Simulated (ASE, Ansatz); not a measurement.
# Structural relaxation of random hcp alloy of Hf and Zr (288 atoms)

How does random hcp alloy of Hf and Zr (288 atoms) relax, and what do bonds, charges and levels look like afterwards?

Calculated with Ansatz 0.2.0; Kohn-Sham DFT, PBE, PAW (set soft_2), plane waves.

Most raw output is cut from this account.

## 1. The structure

The cell holds 288 atoms: 252 Zr and 36 Hf. Cell: a = 19.364 Å, b = 19.364 Å, c = 20.540 Å, α = 90.0°, β = 90.0°, γ = 120.0°. It derives from Hf (hcp) and Zr, repeated 6×6×4. Hcp Hf, 6 x 6 x 4 conventional cells, 252 of 288 Hf sites given to Zr at random (x = 0.875), lattice by Vegard's rule (a = 3.227 Å, c = 5.135 Å); not relaxed, displaced by a Gaussian of 0.02 Å.

Before any run, some limits are plain. The host structure and its lattice constant were typed by rule, without a check against the phase diagram. Only the Γ point is sampled, in a cell whose shortest periodic width is 17 Å. No spin–orbit coupling is included, so levels derived from the heavy atoms are approximate.

## 2. Single point at the start

The forces at the start show how far the geometry lies from a minimum of this functional.

input.yaml

```yaml
crystal:
  lattice:
    - [19.3644, 0.0, 0.0]
    - [-9.6822, 16.77006, 0.0]
    - [0.0, 0.0, 20.54]
  atoms:
    - { symbol: Zr, position: [0.00054, 0.00198, 0.99927] }
    - { symbol: Zr, position: [0.05582, 0.11217, 0.12354] }
    - { symbol: Hf, position: [0.00041, 0.00148, 0.25047] }
    - { symbol: Zr, position: [0.05673, 0.11156, 0.3743] }
    - { symbol: Hf, position: [0.00056, 0.00064, 0.49843] }
    - { symbol: Zr, position: [0.05609, 0.11209, 0.62486] }
    - { symbol: Zr, position: [0.99997, 0.99969, 0.748] }
    - { symbol: Zr, position: [0.0585, 0.11273, 0.87319] }
    - { symbol: Zr, position: [0.9981, 0.16773, 0.00114] }
    - { symbol: Zr, position: [0.05567, 0.27855, 0.12568] }
    - { symbol: Zr, position: [0.00105, 0.16726, 0.24913] }
    - { symbol: Zr, position: [0.0545, 0.27608, 0.37398] }
    - { symbol: Zr, position: [0.99767, 0.16486, 0.49978] }
    - { symbol: Zr, position: [0.0565, 0.27948, 0.62287] }
    - { symbol: Zr, position: [0.00046, 0.16766, 0.74966] }
    - { symbol: Zr, position: [0.05629, 0.27924, 0.87466] }
    - { symbol: Zr, position: [0.99884, 0.33331, 0.00117] }
    - { symbol: Zr, position: [0.05551, 0.44497, 0.12381] }
    - { symbol: Zr, position: [0.99882, 0.33471, 0.25022] }
    - { symbol: Zr, position: [0.05716, 0.44533, 0.37842] }
    - { symbol: Zr, position: [0.00091, 0.33381, 0.50115] }
    - { symbol: Zr, position: [0.05574, 0.44342, 0.62621] }
    - { symbol: Zr, position: [0.00107, 0.33512, 0.75025] }
    - { symbol: Zr, position: [0.05397, 0.44462, 0.87414] }
    - { symbol: Zr, position: [0.00035, 0.50043, 0.99878] }
    - { symbol: Hf, position: [0.05558, 0.60998, 0.12552] }
    - { symbol: Zr, position: [0.99999, 0.50089, 0.24848] }
    - { symbol: Zr, position: [0.05412, 0.60928, 0.37484] }
    - { symbol: Hf, position: [0.99789, 0.49991, 0.49812] }
    - { symbol: Zr, position: [0.05401, 0.60965, 0.6264] }
    - { symbol: Zr, position: [0.99944, 0.50103, 0.74884] }
    - { symbol: Zr, position: [0.05383, 0.60866, 0.87392] }
    [... 250 atom lines left out ...]
    - { symbol: Zr, position: [0.83485, 0.83464, 0.24958] }
    - { symbol: Zr, position: [0.88989, 0.9452, 0.37338] }
    - { symbol: Zr, position: [0.83196, 0.83372, 0.50055] }
    - { symbol: Hf, position: [0.8891, 0.94458, 0.6261] }
    - { symbol: Zr, position: [0.83354, 0.8358, 0.74892] }
    - { symbol: Zr, position: [0.8905, 0.94574, 0.8757] }
kpoints:
  mp_grid: { grid: [1, 1, 1] }
hamiltonian:
  xc: pbe
scf:
  occupations: { method: fermi_dirac, width: 0.1 }
output:
  forces: true
  stress: true
  populations: true
  dos:
    method: { smearing: { sigma: 0.15 } }
    de: 0.1
    projected: { site_lists: { Hf: [Hf], Zr: [Zr] } }
  eigenvalues: true
```

Command:

```bash
$ ansatz run input.yaml --threads 32 --pin off --max-ram 143360MiB --backend cuda --events-out ev --progress --plain --runs-dir out
```

Run time: 10 s. Hardware: 1 × NVIDIA GB200 with 32 threads of Arm Neoverse V2, shared host; peak memory 4.7 GiB; 33 s of CPU time.

That memory is the host's; the program planned up to 35.2 GiB on the GPU. Forces of this run were stored rounded, and per-atom blocks of the log weren't kept.

Read from the output:

| Item | Value |
| --- | --- |
| free energy | -1620298.6407 eV |
| free energy per atom | -5626.0369 eV/atom |
| SCF cycles | 10 |
| pressure | 0.4352 GPa |
| r.m.s. force component | 0.1403 eV/Å |
| longest force | 0.5993 eV/Å |
| Fermi energy | 14.74 eV |
| levels partly filled by over 2 per cent | 131 |
| spilling of the projection | 0.00522 |

The r.m.s. force component of 0.14 eV/Å and the pressure of 0.44 GPa set the starting point.

Length of the force by element:

```
element  coordination  atoms  mean length of the force (eV/Å)  spread   least   most
     Hf           all     36                            0.229  0.0878  0.0675  0.429
     Zr           all    252                            0.223  0.0972  0.0296  0.599
```

## 3. Cell and atoms relaxed

The cell is relaxed with the atoms, since the starting lattice needn't suit this functional.

input.yaml, the sections that differ from step 2:

```yaml
output:
  forces: true
relax:
  f_tol: 0.05
  max_steps: 97
  cell: {}
# crystal, kpoints, hamiltonian, scf: as in step 2
```

Run time: 22 s. Hardware: 1 × NVIDIA GB200 with 32 threads; peak memory 2.4 GiB; 59 s of CPU time.

That memory is the host's; the program planned up to 34.7 GiB on the GPU.

The program notes that the band table was not solved further than the SCF left it.

The steps of the relaxation:

```
step  energy less that of the first step (eV)  largest force component (eV/Å)  pressure (GPa)  volume (Å³)
   1                                   0.0000                          0.4381            0.44      6670.20
   2                                  -0.1212                          0.4703           -0.63      6746.99
   3                                  -1.3699                          0.0300           -0.02      6697.91
  4*                                  -1.3742                          0.0299           -0.02      6697.91
```

Relaxation steps marked * repeat the geometry before them on a plane-wave basis chosen anew for their cell, so energy and pressure can jump there.

```
     cell as run  before   after  change
           a (Å)  19.364  19.306  -0.3 %
           b (Å)  19.364  19.307  -0.3 %
           c (Å)  20.540  20.751  +1.0 %
           α (°)   90.00   89.98  -0.0 %
           β (°)   90.00   90.03  +0.0 %
volume (Å³/atom)   23.16   23.26  +0.4 %
```

The atoms that moved most (Å, as changes of fractional coordinates times the final cell):

```
 atom      dx      dy      dz  length
 Zr82  -0.002  -0.076  -0.044   0.088
Zr100  -0.071   0.002  -0.044   0.083
Zr224   0.021   0.035  -0.068   0.079
Zr222  -0.051  -0.044  -0.040   0.078
Zr128   0.073   0.009  -0.016   0.075
Zr234  -0.041  -0.042   0.047   0.075
 Zr64   0.065   0.007   0.037   0.075
Hf177   0.063   0.022  -0.033   0.075
```

The relaxation changed the energy by -4.77 meV/atom, and atoms moved by 0.039 Å r.m.s., 0.088 Å at most.

## 4. Structure statistics after relaxation

Bonds before and after, by the cutoffs listed below:

```
 pair  bonds before  bonds after  mean before (Å)  mean after (Å)  spread before (Å)  spread after (Å)
Zr-Zr          1322         1322            3.200           3.207              0.040             0.017
Zr-Hf           380          380            3.200           3.196              0.040             0.019
Hf-Hf            26           26            3.194           3.177              0.032             0.016
```

Density 7.29 g/cm³, 23.26 Å³ an atom.

g(r), total and by pair (bins of 0.2 Å):

```
r (Å)  total  Zr-Zr  Zr-Hf  Hf-Hf
 3.10   4.84   4.25   6.65   9.00
 3.30   6.00   6.55   4.29   1.58
 3.50   0.00   0.00   0.00   0.00
 3.70   0.00   0.00   0.00   0.00
 3.90   0.00   0.00   0.00   0.00
 4.10   0.00   0.00   0.00   0.00
 4.30   0.00   0.00   0.00   0.00
 4.50   2.71   2.72   2.60   3.42
 4.70   0.00   0.00   0.00   0.00
 4.90   0.00   0.00   0.00   0.00
 5.10   0.54   0.54   0.55   0.46
 5.30   0.15   0.15   0.15   0.15
 5.50   5.35   5.30   5.50   4.38
 5.70   0.05   0.05   0.04   0.00
 5.90   0.00   0.00   0.00   0.00
 6.10   2.98   2.97   2.98   2.99
 6.30   0.03   0.02   0.03   0.10
 6.50   1.31   1.32   1.30   1.28
 6.70   0.00   0.00   0.00   0.00
 6.90   0.00   0.00   0.00   0.00
 7.10   1.96   1.95   2.03   1.36
 7.30   0.19   0.19   0.20   0.24
 7.50   0.27   0.27   0.28   0.14
 7.70   1.65   1.64   1.65   1.70
 7.90   1.32   1.31   1.37   1.32
```

Neighbours by pair of elements; one cutoff, the widest of the pairs' first minima of g(r), serves all pairs of this metal:

```
pair A-B  cutoff (Å)  bonds  mean length (Å)  spread (Å)  shortest (Å)  B about A  A about B
   Zr-Zr        3.62   1322             3.21       0.017          3.15       10.5       10.5
   Zr-Hf        3.62    380             3.20       0.019          3.16       1.51       10.6
   Hf-Hf        3.62     26             3.18       0.016          3.15       1.44       1.44
```

How many atoms have how many bonded neighbours:

```
element  mean   12
     Hf    12   36
     Zr    12  252
```

By these cutoffs all Hf atoms have 12 and all Zr atoms have 12 bonded neighbours.

## 5. Single point at the relaxed geometry

The electronic structure is read at the final geometry, in a run of its own.

input.yaml

```yaml
crystal:
  lattice:
    - [19.306, -0.00113, -0.00519]
    - [-9.65398, 16.71968, 0.00407]
    - [-0.0055, 0.00181, 20.75075]
  atoms:
    - { symbol: Zr, position: [0.99986, 0.99951, 0.99999] }
    - { symbol: Zr, position: [0.05664, 0.11162, 0.12615] }
    - { symbol: Hf, position: [0.00108, 0.00032, 0.25022] }
    - { symbol: Zr, position: [0.05545, 0.11005, 0.37452] }
    - { symbol: Hf, position: [0.99978, 0.99948, 0.49978] }
    - { symbol: Zr, position: [0.05511, 0.11065, 0.62413] }
    - { symbol: Zr, position: [0.99971, 0.99978, 0.74963] }
    - { symbol: Zr, position: [0.05586, 0.11117, 0.87515] }
    - { symbol: Zr, position: [5.0e-05, 0.16662, 0.99997] }
    - { symbol: Zr, position: [0.05585, 0.27772, 0.12511] }
    - { symbol: Zr, position: [0.99968, 0.16584, 0.25067] }
    - { symbol: Zr, position: [0.05492, 0.27794, 0.37507] }
    - { symbol: Zr, position: [0.99933, 0.16581, 0.49926] }
    - { symbol: Zr, position: [0.05525, 0.27747, 0.6249] }
    - { symbol: Zr, position: [6.0e-05, 0.16674, 0.74998] }
    - { symbol: Zr, position: [0.05583, 0.27805, 0.87503] }
    - { symbol: Zr, position: [4.0e-05, 0.33329, 4.0e-05] }
    - { symbol: Zr, position: [0.05576, 0.44511, 0.12502] }
    - { symbol: Zr, position: [0.99951, 0.33385, 0.25008] }
    - { symbol: Zr, position: [0.05578, 0.44522, 0.3754] }
    - { symbol: Zr, position: [0.99894, 0.33375, 0.50055] }
    - { symbol: Zr, position: [0.05585, 0.44493, 0.62507] }
    - { symbol: Zr, position: [0.99973, 0.33387, 0.74926] }
    - { symbol: Zr, position: [0.05612, 0.44472, 0.87458] }
    - { symbol: Zr, position: [0.00038, 0.50097, 0.00039] }
    - { symbol: Hf, position: [0.05638, 0.61124, 0.12459] }
    - { symbol: Zr, position: [0.99938, 0.50006, 0.24965] }
    - { symbol: Zr, position: [0.05505, 0.61086, 0.37561] }
    - { symbol: Hf, position: [0.99931, 0.49953, 0.50014] }
    - { symbol: Zr, position: [0.05472, 0.61074, 0.62467] }
    - { symbol: Zr, position: [0.00012, 0.5003, 0.75031] }
    - { symbol: Zr, position: [0.0557, 0.61237, 0.87541] }
    [... 250 atom lines left out ...]
    - { symbol: Zr, position: [0.83282, 0.83369, 0.24926] }
    - { symbol: Zr, position: [0.89027, 0.9456, 0.37452] }
    - { symbol: Zr, position: [0.8336, 0.83431, 0.50028] }
    - { symbol: Hf, position: [0.88945, 0.9448, 0.62417] }
    - { symbol: Zr, position: [0.83393, 0.83369, 0.74958] }
    - { symbol: Zr, position: [0.88881, 0.94463, 0.87507] }
kpoints:
  mp_grid: { grid: [1, 1, 1] }
hamiltonian:
  xc: pbe
scf:
  occupations: { method: fermi_dirac, width: 0.1 }
output:
  forces: true
  stress: true
  populations: intrinsic
  dos:
    method: { smearing: { sigma: 0.1 } }
    de: 0.1
    projected: { site_lists: { Hf: [Hf], Zr: [Zr] } }
  eigenvalues: true
  write_density: true
  write_potential: true
  volumetric_format: npy
```

The job ended after 12 s (1 × NVIDIA GB200 with 32 threads; peak memory 4.9 GiB).

That memory is the host's; the program planned up to 35.4 GiB on the GPU.

Read from the output:

```
free energy                             : -1620300.0149 eV
free energy per atom                    : -5626.0417 eV/atom
SCF cycles                              : 10
pressure                                : -0.01673 GPa
r.m.s. force component                  : 0.00832 eV/Å
longest force                           : 0.03182 eV/Å
Fermi energy                            : 14.67 eV
levels partly filled by over 2 per cent : 131
```

Intrinsic-atomic-orbital charges by element:

```
element  coordination  atoms  mean charge (e)  spread   least    most
     Hf           all     36           0.0139  0.0041  0.0078  0.0228
     Zr           all    252           -0.002  0.0048  -0.014  0.0119
```

Density of states as counts of states in windows of 1 eV (from the Fermi level), total and some projections:

```
from (eV)  to (eV)  total   Zr d  Zr s  Hf d   Hf f
      -18      -13    0.0    0.0   0.0   0.0    0.0
      -13      -12   51.6    0.0   0.0   0.0   51.6
      -12      -11  451.7    0.1   0.0   0.0  451.6
      -11       -7    0.0    0.0   0.0   0.0    0.0
       -7       -6    0.5    0.0   0.4   0.0    0.0
       -6       -5   17.4    0.3  12.8   0.1    0.0
       -5       -4   32.5    2.0  23.1   0.3    0.0
       -4       -3  113.4   33.8  59.9   5.2    0.0
       -3       -2  297.3  198.5  59.9  28.4    0.0
       -2       -1  338.2  265.8  23.0  36.3    0.0
       -1        0  338.1  269.5  14.5  35.1    0.0
        0        1  500.6  393.4  25.0  49.6    0.0
```

The stored curve holds about 1641 of the 3960 electrons; the rest, give or take the few that broadening carries across the Fermi level, lie in deeper levels below its range.

Not all projections were asked for or kept, so they needn't add up to the total.

The levels nearest the highest filled one (over half full), pooled over k-points and spins:

```
level less the highest filled one (eV)  occupation
                               -0.0208        1.11
                               -0.0112        1.06
                               -0.0085        1.05
                               -0.0071        1.04
                               -0.0028        1.02
                                     0        1.00
                                 0.004       0.984
                                0.0078       0.964
                                0.0117       0.945
                                 0.016       0.924
                                0.0209       0.899
                                0.0261       0.873
```

Mean intrinsic-atomic-orbital charges: Hf +0.01, Zr -0.00 e. Among metals such projection charges depend strongly on the orbitals used and are no measure of ionicity. Within 0.4 eV of the Fermi level the largest share is Zr d (84 % of the projected weight).

A closer look about Zr275, picked at random: 13 atoms, nearest first, numbered in the order of the input, with positions taken from that point.

```
 atom      x      y      z  distance (Å)  bonds  intrinsic-atomic-orbital charge (e)
Zr275   0.00   0.00   0.00          0.00     12                                 0.00
Zr268   1.60  -0.92   2.60          3.19     12                                 0.00
Zr218  -1.62  -0.92  -2.59          3.20     12                                 0.00
Zr274  -0.01   1.86  -2.60          3.20     12                                 0.00
Zr266   1.62  -0.94  -2.60          3.20     12                                 0.00
Zr220  -1.62  -0.92   2.60          3.20     12                                 0.00
Zr276  -0.02   1.87   2.60          3.20     12                                 0.01
 Zr35   3.21   0.01  -0.01          3.21     12                                -0.01
Zr219  -1.62  -2.78   0.00          3.22     12                                 0.00
Zr267   1.60  -2.80   0.01          3.22     12                                 0.00
 Zr43   1.58   2.81   0.02          3.22     12                                 0.00
Zr227  -3.23   0.01  -0.01          3.23     12                                 0.00
Zr283  -1.63   2.80  -0.01          3.24     12                                 0.00
```

The column of bonds counts only the pairs Zr-Zr within 3.62 Å, Zr-Hf within 3.62 Å, Hf-Hf within 3.62 Å; other neighbours, such as metal atoms beside each other in a compound, aren't counted, and periodic images can show an atom twice.

## 6. Summary of results

| Item | Value |
| --- | --- |
| energy change in the relaxation | -4.772 meV/atom |
| r.m.s. displacement | 0.039 Å |
| largest displacement | 0.088 Å |
| free energy per atom | -5626.0417 eV/atom |
| density | 7.292 g/cm³ |
| pressure | -0.01673 GPa |
| r.m.s. force component | 0.00832 eV/Å |
| wall time of the 3 DFT runs | 44 s |

What this shows: Relaxation lowers the energy by 4.77 meV/atom and moves atoms by 0.039 Å r.m.s.; the r.m.s. force component goes from 0.14 to 0.0083 eV/Å, the pressure goes from 0.44 to -0.017 GPa. Displacements are taken in the final cell, so they leave out its strain. By the final cutoffs no bond was broken or made. The r.m.s. move is of the size of the random displacements put into the start (0.035 Å r.m.s. in three dimensions). The cell grew by 0.4 % in volume. From the first step to the last the energy fell by 1.374 eV, across changes of basis, and the largest move was 0.09 Å (Zr82). The Hf-Hf bonds change most in mean length: from 3.194 Å (spread 0.032) to 3.177 Å (spread 0.016). By these cutoffs all Hf atoms have 12 and all Zr atoms have 12 bonded neighbours. 131 levels are partly filled, by over 2 % (at Γ alone), as in a metal.

[Logs are printed without paths, hosts, clocks, repeated set-up lines and the standing remarks that a program may print on its own settings, such as how far it seeks lower states.]

[Hosts, paths, dates, database ids (printed as entryN), source tags and the programs' standing remarks are cut or masked in the printed files.]
